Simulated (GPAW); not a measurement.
**C (Fd-3m): refractive index against wavelength**

The refractive index of C (Fd-3m) below the direct gap (5.60 eV on the mesh) is read from one computed spectrum, n = √(Re ε).

Cell: a, b, c = 2.522, 2.522, 2.522 Å (primitive vectors), 2 atoms.

Method: GPAW 26.7.0, PBE, RPA, k-mesh 20×20×20, local fields up to 70 eV, Lorentzian half width 0.12 eV.

Launch of the response step: `OMP_NUM_THREADS=1 python df.py`. The run took 32 s, its band step included, on 1 thread of Arm Neoverse V1, on a shared host.

| wavelength (nm) | photon energy E (eV) | n |
| --- | --- | --- |
| 700 | 1.771 | 2.4330 |
| 633 | 1.959 | 2.4398 |
| 532 | 2.331 | ? |
| 450 | 2.755 | 2.4781 |
| 405 | 3.061 | 2.4976 |
| 365 | 3.397 | 2.5227 |
| 308 | 4.025 | 2.5830 |

In the single-oscillator model n² − 1 = E₀E_d/(E₀² − E²), so 1/(n² − 1) = E₀/E_d − E²/(E₀E_d) is linear in E².

Working, on the rows shown:

| x = E² (eV²) | y = 1/(n² − 1) |
| --- | --- |
| 3.13716 | 0.203273 |
| 3.83641 | 0.201913 |
| 7.59115 | 0.194515 |
| 9.37179 | 0.190912 |
| 11.5384 | 0.186428 |
| 16.2043 | 0.176308 |

Means: x̄ = 8.6132, ȳ = 0.19222. Σ(x − x̄)(y − ȳ) = -0.2479, Σ(x − x̄)² = 120.6. Slope = -0.2479 / 120.6 = -0.002055; intercept = ȳ − slope · x̄ = 0.20993. Turned back into n, the line misses the rows shown by at most 0.002.

Q: Predict the last column of the withheld row from the fit.

A: At x = 5.4314 the line gives y = 0.19877, that is 2.4558. The run gave 2.4556, so the interpolation is off by 0.00022, 0.1 % of the range in the table.

Refitted with all rows, the slope is -0.002056 and the intercept 0.20994. These give E₀ = √(intercept/−slope) = 10.10 eV and E_d = E₀/intercept = 48.1 eV; E₀ is 1.8 times the direct gap. The electronic limit at long wavelengths, without lattice vibrations, is n = √(1 + 1/intercept) = 2.401. Excitons are left out; PBE gaps are as a rule too small. The values come from a sum over the points of one k-mesh and carry its error, which grows as the direct gap shrinks. The local-field cutoff holds few shells of reciprocal vectors for this small cell, so ε∞ can read a few per cent high.
